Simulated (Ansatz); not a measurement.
# Electron–phonon scattering in Rh(111) film of 2 layers

The plan: relax Rh(111) film of 2 layers, check its phonons, and, if the lattice is stable, compute its Eliashberg function and ρ(T).

Method: DFT PBEsol, scalar-relativistic, plane waves, PAW; PAW set soft_1, in Ansatz 0.2.0.

## 1. Set-up

The cell holds 2 atoms: 2 Rh. Cell: a = 2.687 Å, b = 2.687 Å, c = 13.194 Å, α = 90.0°, β = 90.0°, γ = 120.0°. It derives from Rh. Vacuum lies along c.

## 2. A first look on a coarse mesh

A single point on a coarse mesh shows the starting pressure, whether the crystal is a metal and what a step costs.

input.yaml reads:

```yaml
crystal:
  lattice:
    - [2.68701, 0.0, 0.0]
    - [-1.3435, 2.32702, 0.0]
    - [0.0, 0.0, 13.19393]
  atoms:
    - { symbol: Rh, position: [0.0, 0.0, 0.41685833] }
    - { symbol: Rh, position: [0.33333333, 0.66666667, 0.58314167] }
  periodic: [true, true, false]
kpoints:
  mp_grid: { grid: [9, 9, 1] }
hamiltonian:
  xc: pbesol
  pseudopotentials: { kind: paw, azcp: { folder: soft_1 }, xc_functional: pbe }
scf:
  occupations: { method: gaussian, width: 0.1 }
output:
  forces: true
  stress: true
  eigenvalues: true
```

Run with:

```sh
ansatz run input.yaml --threads 4 --pin off --max-ram 20480MiB --backend cpu --events-out ev --progress --plain --runs-dir out
```

Numbers of over 12 decimals in the logs are rounded to 6 here.

What it wrote:

```text
[the first part of the log is left out]
E sigma→0 (E₀):  -12675.641240 eV
Entropy (-TS):   -0.012935 eV (-6.467 meV/atom)
Fermi energy:    -5.247583 eV
--- Per-component energies (eV) ---
  E_band       = -1092.396108
  E_kinetic    = 1068.836590
  E_local      = -98505.577141  (includes V_loc(G=0)·N_el)
  E_nonlocal   = 602.754348
  E_hartree    = 48410.576659
  E_xc         = -397.365981
  E_vxc        = -500.096833  (∫ρ·V_xc dr)
  E_paw        = -7080.691205  (= ΣΔE_a)
  E_vpaw       = -579.441049  (= ΣTr[D̂ρ^β])
  E_aug_tail   = 0.000144  (compensation charges beyond the density's cutoff)
  E_ewald      = 43225.279412
  E_core_change = 0.552401  (= ΣΔE_core)
  E_smearing   = -0.012935  (= −TS)
  E_closure    = -0.000000  (closes the sum)
  Σ components = -12675.647707   (vs F -12675.647707, Δ=0.00e0)
--- Forces (eV/Å), atoms counted from 1 ---
  atom   1  Rh    -0.00000000     0.00000000     0.73621349
  atom   2  Rh     0.00000000    -0.00000000    -0.73621349
  max |Σ_I F_I| component: 2.31e-18 eV/Å
--- 2D stress c σ (N/m, compression-positive) ---
      -10.339018       0.000000       0.000000
        0.000000     -10.339018       0.000000
        0.000000       0.000000       0.000000
  P = ½ c Tr σ = -10.3390 N/m
--- Band table (eV; the first three rows and the last of 12) ---
  k-point 0: bands = ["-83.6543", "-83.5976", "-51.5730", "-51.3060", "-51.3060", "-51.2552", "-51.2552", "-51.1972", "-11.6798", "-10.7187", "-8.0477", "-7.8067", "-7.8067", "-7.6336", "-7.6336", "-6.1670", "-5.8158", "-5.8158", "-4.8844", "-4.8844", "-4.0866"]
  k-point 1: bands = ["-83.6439", "-83.5902", "-51.5597", "-51.3792", "-51.3246", "-51.3172", "-51.2687", "-51.1917", "-11.2568", "-10.3359", "-8.1434", "-7.9923", "-7.8188", "-7.4945", "-7.3542", "-6.7197", "-5.9298", "-5.9011", "-5.1427", "-4.8712", "-2.7578"]
  k-point 2: bands = ["-83.6171", "-83.5720", "-51.5712", "-51.5468", "-51.4290", "-51.3706", "-51.3037", "-51.1919", "-10.3861", "-9.7089", "-8.7262", "-8.1739", "-7.6159", "-7.2588", "-6.8743", "-6.5793", "-6.3845", "-5.9355", "-4.8767", "-4.1928", "-0.9918"]
  k-point 11: bands = ["-83.5400", "-83.5400", "-51.7296", "-51.7040", "-51.7040", "-51.6207", "-51.2697", "-51.2697", "-9.4448", "-8.9025", "-8.9025", "-7.9266", "-7.6625", "-7.6625", "-7.5028", "-5.9955", "-5.2049", "-5.2049", "2.4743", "2.5434", "2.5434"]
```

Elapsed: 0.93 s, on 4 threads of Arm Neoverse V2, shared host; peak memory 0.41 GiB; 3 s of CPU time.

Numbers from this step:

```
metallic on mesh  : yes
gap on the k-mesh : 0 eV
```

## 3. Rough relaxation

The start is far from rest, so a relaxation with loose thresholds does the first part.

input.yaml: that of step 2 with these lines changed.

```diff
@@ -20 +20,6 @@
   eigenvalues: true
+relax:
+  adjacent_minimum: "off"
+  f_tol: 0.05
+  max_steps: 80
+  cell: { stress_2d_tol: 0.02 }
```

What it wrote:

```text
Warning: crystal.periodic: the lattice vector that does not repeat stood 0.000° off the slab's normal, 13.194 Å along it as the deck builds it. The run solves the slab on a vector along the normal, 28.188 Å long, with every atom where it was (on the deck's vector they left 11.00 Å outside them, and the widest stretch free of ions among them is 2.19 Å). A fractional position that the run reports is one of the run's ce [...]
[...]
crystal.periodic: the lattice vector that does not repeat stood 0.000° off the slab's normal, 13.194 Å along it as the deck builds it. The run solves the slab on a vector along the normal, 28.188 Å long, with every atom where it was (on the deck's vector they left 11.00 Å outside them, and the widest stretch free of ions among them is 2.19 Å). A fractional position that the run reports is one of the run's cell, which [...]
[...]
Crystal: 2 atoms, lattice volume = 176.251 Å³
Basis set: ecut = 420 eV, 3497 PW (Γ), exchange–correlation on 36×36×384 points (8 copies of the dense FFT grid, shifted against one another)
Bands: 21, of which v1, the nominal top of the filled ones, is band 17 counted from 1 (16 counted from 0)
Symmetry: 12 space group operations
[...]
k-points: 12 of 81
[...]
SCF iter   1: F=—  HF=-12676.688473 eV  |F-HF|=—  |Δ(HF+E_count)|=         —  Δρ=4.26e-2  dr2=3.49e0  ethr=3.10e-3  ⟨swp⟩=12.2  Hψ=2040  notcnv=0
[...]
SCF iter  10: F=-12675.647707 eV  HF=-12675.647707 eV  |F-HF|=4.16e-9  |Δ(HF+E_count)|=   3.24e-9  Δρ=2.79e-7  dr2=2.25e-10  ethr=2.28e-11  ⟨swp⟩=3.7  Hψ=1015  notcnv=0
SCF 1 converged in 10 iterations: F = -12675.647707 eV  dr2 = 2.25e-10
[...]
relax step   1: F+E_penalty+E_count = -12675.64770742 eV  Δ(F+E_penalty+E_count) = +0.000e0 eV  max|allowed force component| = 7.362e-1 eV/Å  Δτ_max = 0.0000 Å  P = -10.339 N/m  Ω = 176.251 Å³  fix = [c, alpha, beta]  reactions: c -0.000 N/m  (10 SCF iters, dr2 threshold 1.00e-7 eV, accepted)
Crystal: 2 atoms, lattice volume = 160.999 Å³
Basis set: ecut = 420 eV, 3233 PW (Γ), exchange–correlation on 36×36×384 points (8 copies of the dense FFT grid, shifted against one another)
[...]
iter 1 solved again at ethr=6.17e-5 eV; its pass at ethr=3.10e-3 eV (dr2=2.10e-2 eV) is discarded
[...]
SCF iter   8: F=-12675.738383 eV  HF=-12675.738383 eV  |F-HF|=4.07e-10  |Δ(HF+E_count)|=   1.06e-7  Δρ=2.57e-6  dr2=1.44e-8  ethr=5.88e-10  ⟨swp⟩=12.7  Hψ=1552  notcnv=0
SCF 2 converged in 8 iterations: F = -12675.738383 eV  dr2 = 1.44e-8
relax step   2: F+E_penalty+E_count = -12675.73838300 eV  Δ(F+E_penalty+E_count) = -9.068e-2 eV  max|allowed force component| = 9.922e-1 eV/Å  Δτ_max = 0.0534 Å  P = +6.777 N/m  Ω = 160.999 Å³  energy of the carried Pulay correction = +1.301e-3 eV  fix = [c, alpha, beta]  reactions: c +0.000 N/m  (8 SCF iters, dr2 threshold 2.00e-7 eV, accepted)
Crystal: 2 atoms, lattice volume = 166.318 Å³
Basis set: ecut = 420 eV, 3329 PW (Γ), exchange–correlation on 36×36×384 points (8 copies of the dense FFT grid, shifted against one another)
[...]
SCF iter   6: F=-12675.799171 eV  HF=-12675.799171 eV  |F-HF|=2.98e-7  |Δ(HF+E_count)|=   1.93e-6  Δρ=9.77e-6  dr2=9.59e-8  ethr=5.88e-10  ⟨swp⟩=11.2  Hψ=1975  notcnv=0
SCF 3 converged in 6 iterations: F = -12675.799171 eV  dr2 = 9.59e-8
relax step   3: F+E_penalty+E_count = -12675.79917098 eV  Δ(F+E_penalty+E_count) = -6.079e-2 eV  max|allowed force component| = 6.399e-2 eV/Å  Δτ_max = 0.0359 Å  P = -1.343 N/m  Ω = 166.318 Å³  energy of the carried Pulay correction = +8.343e-4 eV  fix = [c, alpha, beta]  reactions: c -0.000 N/m  (6 SCF iters, dr2 threshold 2.00e-7 eV, accepted)
[...]
relax step   4: F+E_penalty+E_count = -12675.80101711 eV  Δ(F+E_penalty+E_count) = -1.846e-3 eV  max|allowed force component| = 7.421e-3 eV/Å  Δτ_max = 0.0000 Å  P = +0.380 N/m  Ω = 164.750 Å³  energy of the carried Pulay correction = +9.704e-4 eV  fix = [c, alpha, beta]  reactions: c +0.000 N/m  (5 SCF iters, dr2 threshold 2.00e-7 eV, accepted)
[...]
relax step   5: F+E_penalty+E_count = -12675.80113201 eV  Δ(F+E_penalty+E_count) = -1.149e-4 eV  max|allowed force component| = 2.197e-4 eV/Å  Δτ_max = 0.0004 Å  P = +0.010 N/m  Ω = 165.092 Å³  energy of the carried Pulay correction = +9.406e-4 eV  fix = [c, alpha, beta]  reactions: c +0.000 N/m  (4 SCF iters, dr2 threshold 2.00e-7 eV, accepted)
[...]
relax step   6: F+E_penalty+E_count = -12675.80002075 eV  Δ(F+E_penalty+E_count) = +1.111e-3 eV  max|allowed force component| = 2.311e-4 eV/Å  Δτ_max = 0.0000 Å  P = +0.028 N/m  Ω = 165.092 Å³  fix = [c, alpha, beta]  reactions: c +0.000 N/m  stress off target by 2.77e-2 N/m on what of the cell is left free  SCF on the basis re-selected at this cell (its energy is not comparable with the rows above)  (8 SCF iters)
[...]
relax step   7: F+E_penalty+E_count = -12675.80001862 eV  Δ(F+E_penalty+E_count) = +2.125e-6 eV  max|allowed force component| = 8.574e-6 eV/Å  Δτ_max = 0.0000 Å  P = +0.001 N/m  Ω = 165.118 Å³  energy of the carried Pulay correction = -2.926e-6 eV  fix = [c, alpha, beta]  reactions: c +0.000 N/m  (4 SCF iters, dr2 threshold 1.29e-9 eV, accepted)
[...]
SCF iter   9: F=-12675.800018 eV  HF=-12675.800018 eV  |F-HF|=2.09e-10  |Δ(HF+E_count)|=   2.92e-9  Δρ=7.88e-9  dr2=1.86e-13  ethr=1.00e-12  ⟨swp⟩=8.7  Hψ=1329  notcnv=0
SCF 8 converged in 9 iterations: F = -12675.800018 eV  dr2 = 1.86e-13
relax step   8: F+E_penalty+E_count = -12675.80001752 eV  Δ(F+E_penalty+E_count) = +1.101e-6 eV  max|allowed force component| = 1.986e-5 eV/Å  Δτ_max = 0.0000 Å  P = +0.001 N/m  Ω = 165.118 Å³  fix = [c, alpha, beta]  reactions: c +0.000 N/m  stress off target by 6.72e-4 N/m on what of the cell is left free  SCF on the basis re-selected at this cell (its energy is not comparable with the rows above)  (9 SCF iters)
[...]
SCF converged after 9 iterations
Free energy (F): -12675.800018 eV
[...]
Internal energy: -12675.790079 eV  (E = F + TS)
E sigma→0 (E₀):  -12675.795048 eV
Entropy (-TS):   -0.009938 eV (-4.969 meV/atom)
Fermi energy:    -5.237045 eV
[...]
--- Forces (eV/Å), atoms counted from 1 ---
  atom   1  Rh    -0.00000000     0.00000000     0.00001986
  atom   2  Rh     0.00000000    -0.00000000    -0.00001986
  max |Σ_I F_I| component: 2.31e-18 eV/Å
--- 2D stress c σ (N/m, compression-positive) ---
        0.000672      -0.000000       0.000000
        0.000000       0.000672      -0.000000
        0.000000      -0.000000       0.000000
  P = ½ c Tr σ = 0.0007 N/m
--- Band table (eV; the first three rows and the last of 12) ---
  k-point 0: bands = [... 13 lower, -7.9204, -7.9204, -6.3828, -5.8065, -5.8065, -4.7851, -4.7851, -4.2924]
  k-point 1: bands = [... 13 lower, -7.7596, -7.5918, -6.9286, -6.0507, -5.9464, -5.1636, -4.7741, -2.7291]
  k-point 2: bands = [... 13 lower, -7.5288, -6.9998, -6.6998, -6.6023, -5.9883, -4.7920, -4.1664, -0.8720]
  k-point 11: bands = [... 13 lower, -7.9683, -7.7909, -6.1615, -5.1814, -5.1814, 3.1256, 3.2578, 3.2578]
--- Relaxed structure (6 steps of the walk, 6 accepted, 2 SCFs on fresh bases) ---
  F+E_penalty+E_count = -12675.80001752 eV   max|allowed force component| = 1.986e-5 eV/Å   (the final SCF, on the basis selected at the relaxed cell)
  cell:  # Å, volume = 165.1178 Å³
    - [2.600762, -2.7940912913568397e-6, 0]
    - [-1.300379, 2.252327, 0]
    - [0, 0, 28.187861]
  atoms:
    - { symbol: Rh, position: [4.7272650329609745e-17, -2.5299485836846722e-17, 0.195758] }
    - { symbol: Rh, position: [0.333333, 0.666667, 0.272313] }
```

Run time: 6.9 s. Hardware: 4 threads; peak memory 0.42 GiB; 24 s of CPU time.

The steps of the relaxation:

```tsv
step	energy less that of the first step (eV)	largest force component (eV/Å)	volume (Å³)
1	0.0000	0.7362	176.25
2	-0.0907	0.9922	161.00
3	-0.1515	0.0640	166.32
4	-0.1533	0.0074	164.75
5	-0.1534	0.0002	165.09
6*	-0.1523	0.0002	165.09
7	-0.1523	0.0000	165.12
8*	-0.1523	0.0000	165.12
```

Relaxation steps marked * repeat the geometry before them on a plane-wave basis chosen anew for their cell, so energy and pressure can jump there.

The run keeps the 12 symmetry operations that it works with, so distortions that break them were not tested.

```tsv
cell as run	before	after	change
a (Å)	2.687	2.601	-3.2 %
b (Å)	2.687	2.601	-3.2 %
```

The atoms that moved most (Å, along periodic axes as changes of fractional coordinates times the final cell, across vacuum about the mean position):

```tsv
atom	dx	dy	dz	length
Rh1	0.000	0.000	0.018	0.018
Rh2	0.000	0.000	-0.018	0.018
```

Final coordinates:

```xyz
2
Lattice="2.6008 0.0000 0.0000 -1.3004 2.2523 0.0000 0.0000 0.0000 28.1879" Properties=species:S:1:pos:R:3
Rh    0.0000    0.0000    5.5180
Rh    0.0000    1.5016    7.6759
```

The relaxation ends with a largest force component of 2.0e-5 eV/Å.

## 4. Relaxing cell and atoms

Lattice constant and positions set the bands and the force constants, so the cell is relaxed first.

input.yaml, the sections that differ from step 3:

```yaml
crystal:
  lattice:
    - [2.6007619233, -2.7941e-06, 0.0]
    - [-1.3003785419, 2.2523272918, 0.0]
    - [0.0, 0.0, 28.1878614963]
  atoms:
    - { symbol: Rh, position: [0.0, 0.0, 0.1957579849] }
    - { symbol: Rh, position: [0.3333333333, 0.6666666667, 0.2723133514] }
  periodic: [true, true, false]
kpoints:
  mp_grid: { grid: [15, 15, 1] }
output:
  forces: true
  stress: true
  eigenvalues: true
  write_density: true
  write_potential: true
  elf: true
  volumetric_format: npy
relax:
  adjacent_minimum: "off"
  f_tol: 0.005
  max_steps: 80
  cell: { stress_2d_tol: 0.02 }
# hamiltonian, scf: as in step 3
```

What it wrote:

```text
[the first part of the log is left out]
  E_xc         = -399.720754
  E_vxc        = -503.234665  (∫ρ·V_xc dr)
  E_paw        = -7081.475700  (= ΣΔE_a)
  E_vpaw       = -581.054706  (= ΣTr[D̂ρ^β])
  E_aug_tail   = 0.000151  (compensation charges beyond the density's cutoff)
  E_ewald      = 46583.818084
  E_core_change = 0.552401  (= ΣΔE_core)
  E_smearing   = -0.014705  (= −TS)
  E_closure    = -0.000000  (closes the sum)
  Σ components = -12675.812020   (vs F -12675.812020, Δ=0.00e0)
--- Forces (eV/Å), atoms counted from 1 ---
  atom   1  Rh     0.00000000     0.00000000    -0.00060645
  atom   2  Rh    -0.00000000    -0.00000000     0.00060645
  max |Σ_I F_I| component: 2.31e-18 eV/Å
--- 2D stress c σ (N/m, compression-positive) ---
       -0.001975       0.000000      -0.000000
        0.000000      -0.001975       0.000000
       -0.000000       0.000000      -0.000000
  P = ½ c Tr σ = -0.0020 N/m
--- Band table (eV; the first three rows and the last of 27) ---
[...]
--- Relaxed structure (3 steps of the walk, 3 accepted, 1 SCFs on fresh bases) ---
[...]
cell:  # Å, volume = 164.9376 Å³
    - [2.599342, -2.7925682908883988e-6, 0]
    - [-1.299669, 2.251098, 0]
    - [0, 0, 28.1878614963]
  atoms:
    - { symbol: Rh, position: [9.255244477676023e-18, -5.0888607913720546e-17, 0.195773] }
    - { symbol: Rh, position: [0.333333, 0.666667, 0.272299] }
```

Wall time 7.3 s (4 threads); peak memory 0.48 GiB; 27 s of CPU time.

Little changed from the start: no atom moved by 0.005 Å and no cell edge by 0.1 %.

Valence density in the ca plane at fractional y = 0.667, with atoms of Rh within 0.2 Å of it. It is the smooth field of the valence electrons, not physical close to the nuclei.

Values in units of 1e0 e/Å³, 5 rows by 16 columns, each cell a mean:
```
0.0 0.0 0.0 0.0 0.2 1.9 0.6 0.4 0.3 0.0 0.0 0.0 0.0 0.0 0.0 0.0
0.0 0.0 0.0 0.0 0.2 1.1 0.5 1.4 0.6 0.0 0.0 0.0 0.0 0.0 0.0 0.0
0.0 0.0 0.0 0.0 0.1 0.4 0.5 7.1 3.0 0.0 0.0 0.0 0.0 0.0 0.0 0.0
0.0 0.0 0.0 0.0 0.1 0.3 0.5 8.5 3.6 0.0 0.0 0.0 0.0 0.0 0.0 0.0
0.0 0.0 0.0 0.0 0.2 0.8 0.5 2.6 1.1 0.0 0.0 0.0 0.0 0.0 0.0 0.0
```
Columns run along c (16.0 Å, from fractional 0.00 to 0.57 of the cell), rows up along a (2.6 Å). Atoms in or near the plane, at fractional coordinates: Rh at (0.27, 0.33).

Electrostatic potential energy in the ca plane at fractional y = 0.667, with atoms of Rh within 0.2 Å of it. With pseudopotentials it is smooth inside the atoms' cores, unlike the true potential.

Values in eV, 5 rows by 16 columns, each cell a mean:
```
  0   0   0   0  -5 -35 -12  -8  -5  -1   0   0   0   0   0   0
  0   0   0   0  -4 -24  -9 -25 -13  -1   0   0   0   0   0   0
  0   0   0   0  -2  -7  -9 -53 -34  -2   0   0   0   0   0   0
  0   0   0   0  -2  -6 -10 -55 -37  -2   0   0   0   0   0   0
  0   0   0   0  -3 -18  -9 -36 -20  -1   0   0   0   0   0   0
```
Columns run along c (16.0 Å, from fractional 0.00 to 0.57 of the cell; values clipped at the 3rd and 97th percentile), rows up along a (2.6 Å). Atoms in or near the plane, at fractional coordinates: Rh at (0.27, 0.33).

ELF in the ca plane at fractional y = 0.667, with atoms of Rh within 0.2 Å of it. It is the smooth field of the valence electrons, not physical close to the nuclei.

Ten even steps from '0' (0.00) to '9' (0.74), each cell a mean:
```
00000000001223565333333332100000000000000000
00000000001223555333333332100000000000000000
00000000001223443333454322100000000000000000
00000000001233332335787421100000000000000000
00000000001233333336999621000000000000000000
00000000001233333336999621000000000000000000
00000000001233333335787421100000000000000000
00000000001223443333454321100000000000000000
```
Columns run along c (16.0 Å, from fractional 0.00 to 0.57 of the cell), rows up along a (2.6 Å). Atoms in or near the plane, at fractional coordinates: Rh at (0.27, 0.33).

(Part 1 of 4 ends here.)

[Logs are printed without paths, hosts, clocks, repeated set-up lines and the standing remarks that a program may print on its own settings, such as how far it seeks lower states.]

[Hosts, paths, dates, database ids (printed as entryN), source tags and the programs' standing remarks are cut or masked in the printed files.]
